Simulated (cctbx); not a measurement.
# Resonant diffraction in CuGe2F7

Space group Cmmm (no. 65), a = 6.2910 Å, b = 10.1460 Å, c = 3.9230 Å, α = 90.00°, β = 90.00°, γ = 90.00°.

| atom | mult. | x | y | z | Ueq (Å²) |
| --- | --- | --- | --- | --- | --- |
| Ge1 | 4 | 1/2 | 0.1918 | 1/2 | 0.0061 |
| Cu1 | 2 | 0 | 0 | 0 | 0.0099 |
| F1 | 8 | 0.1793 | 0.1446 | 1/2 | 0.0120 |
| F2 | 4 | 1/2 | 0.1947 | 0 | 0.0078 |
| F3 | 2 | 1/2 | 0 | 1/2 | 0.0074 |

The model was made for the exercise: a known structure type with other elements put in, its volume estimated, not relaxed; displacement parameters are assumed.

Calculated with cctbx: free-atom f′ and f″ from the Sasaki tables, no fine structure; amplitudes in electrons.

```
E (eV)  F 3 1 0  F 1 1 1  F 0 2 1  F 2 2 0
  8379     41.0     70.6     96.9     29.5
  8729     42.4     68.8     94.9     30.8
  8859     43.7     67.3     93.3     32.1
  8919     45.0     65.9     91.9     33.4
  8949     46.4     64.4     90.4     34.7
  8964     47.8     63.0     89.0     36.1
  8971     49.1     61.7     87.7     37.4
  8975     50.4     60.3     86.4     38.7
  8983     51.3     60.4     86.4     39.6
  8987     49.7     62.1     88.0     37.9
  8994     48.3     63.5     89.4     36.5
  9009     46.7     65.0     90.9     35.0
  9039     45.2     66.5     92.4     33.5
  9129     43.1     68.5     94.3     31.3
  9379     40.7     70.5     96.2     28.7
```

**Question.** Which edge is crossed, and why do the reflections move as they do?

The K edge of Cu. The edge is at 8979 eV. f′ of Cu falls from -4.0 e at 8859 eV to -7.5 e at 4 eV below it, and f″ steps from 0.48 to 3.90 e across it. Over that approach |F| changes by +15 % (3 1 0), -10 % (1 1 1), -7 % (0 2 1) and +21 % (2 2 0): a reflection falls where Cu scatters in phase with the total and rises where it scatters against it; it hardly moves where the Cu term is small or cancels by symmetry. Above the edge the larger f″ enters the imaginary part, where it can add to or cancel the other atoms' f″. The structure is centrosymmetric, so Friedel mates stay equal.

[Logs are printed without paths, hosts, clocks, repeated set-up lines and the standing remarks that a program may print on its own settings, such as how far it seeks lower states.]
